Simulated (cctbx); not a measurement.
# Which space group?

Cell: a = 4.7790 Å, b = 8.9060 Å, c = 5.0720 Å, α = 90.00°, β = 101.95°, γ = 90.00°. Expected content of the cell: Dy2 P6 N4.

Simulated single-crystal data (cctbx): Mo Kα, λ = 0.71073 Å, to d = 0.77 Å, 70 % of the full sphere, strongest reflection 70000 counts, noise from counting, a 2 % proportional error and a noise floor of 8 counts (s.d.); no absorption.

A first pass over the reflections prints:

```text
1361 reflections to d = 0.770 A
centring   violations  <I/sigma> of those
    A        647 of   667     36.6
    B        685 of   697     37.1
    C        666 of   690     37.0
    I        652 of   679     36.8
    R        887 of   911     36.6
    F        999 of  1027     36.9
Laue class    unique    Rint  (classes that these axes allow; Friedel mates merged)
P -1              873   0.012
P 1 2/m 1         508   0.014
space group    extra absences  I>4sigma  <I/sigma>
P 1 2 1                 0          0         -  acentric
P 1 21 1                9          0      -0.3  acentric
P 1 m 1                 0          0         -  acentric
P 1 2/m 1               0          0         -  centric
P 1 21/m 1              9          0      -0.3  centric
Wilson B = 1.14 A^2   <|E^2-1|> = 0.665 (0.968 centric, 0.736 acentric)   E^2>4: 0.0 %
shell (A)         n   <I/sigma>
 8.91 - 1.54     68     59.8
 1.54 - 1.22     65     60.0
 1.22 - 1.07     67     60.4
 1.07 - 0.97     59     48.9
 0.97 - 0.90     65     53.6
 0.90 - 0.85     63     56.6
 0.85 - 0.81     63     48.1
 0.81 - 0.77     58     47.7
```

Q: Read the symmetry from these tables.

Every centring test has many violations, so the lattice is primitive.

Rint stays low (0.012 to 0.014) up to P 1 2/m 1, the highest class in these axes.

5 settings pass the absence test. The most absences obeyed, 9, belong to P 1 21 1 and P 1 21/m 1, which absences can't tell apart.

⟨|E²−1|⟩ = 0.665 leans to a non-centrosymmetric structure, or to twinning, which lowers it. Here that hint misleads: the statistic assumes many like atoms on general positions, and few, heavy or special-position atoms break it. The Wilson B of 1.14 Å² means U ≈ 0.0144 Å².

The true group is P2_1/m (no. 11), Laue class 2/m, centrosymmetric. The tables only narrow the choice to the tied entries; cell content, site symmetry and trial solutions must settle it.

The model was made for the exercise: a known structure type with other elements put in, its volume estimated, not relaxed; displacement parameters are assumed.

[Logs are printed without paths, hosts, clocks, repeated set-up lines and the standing remarks that a program may print on its own settings, such as how far it seeks lower states.]
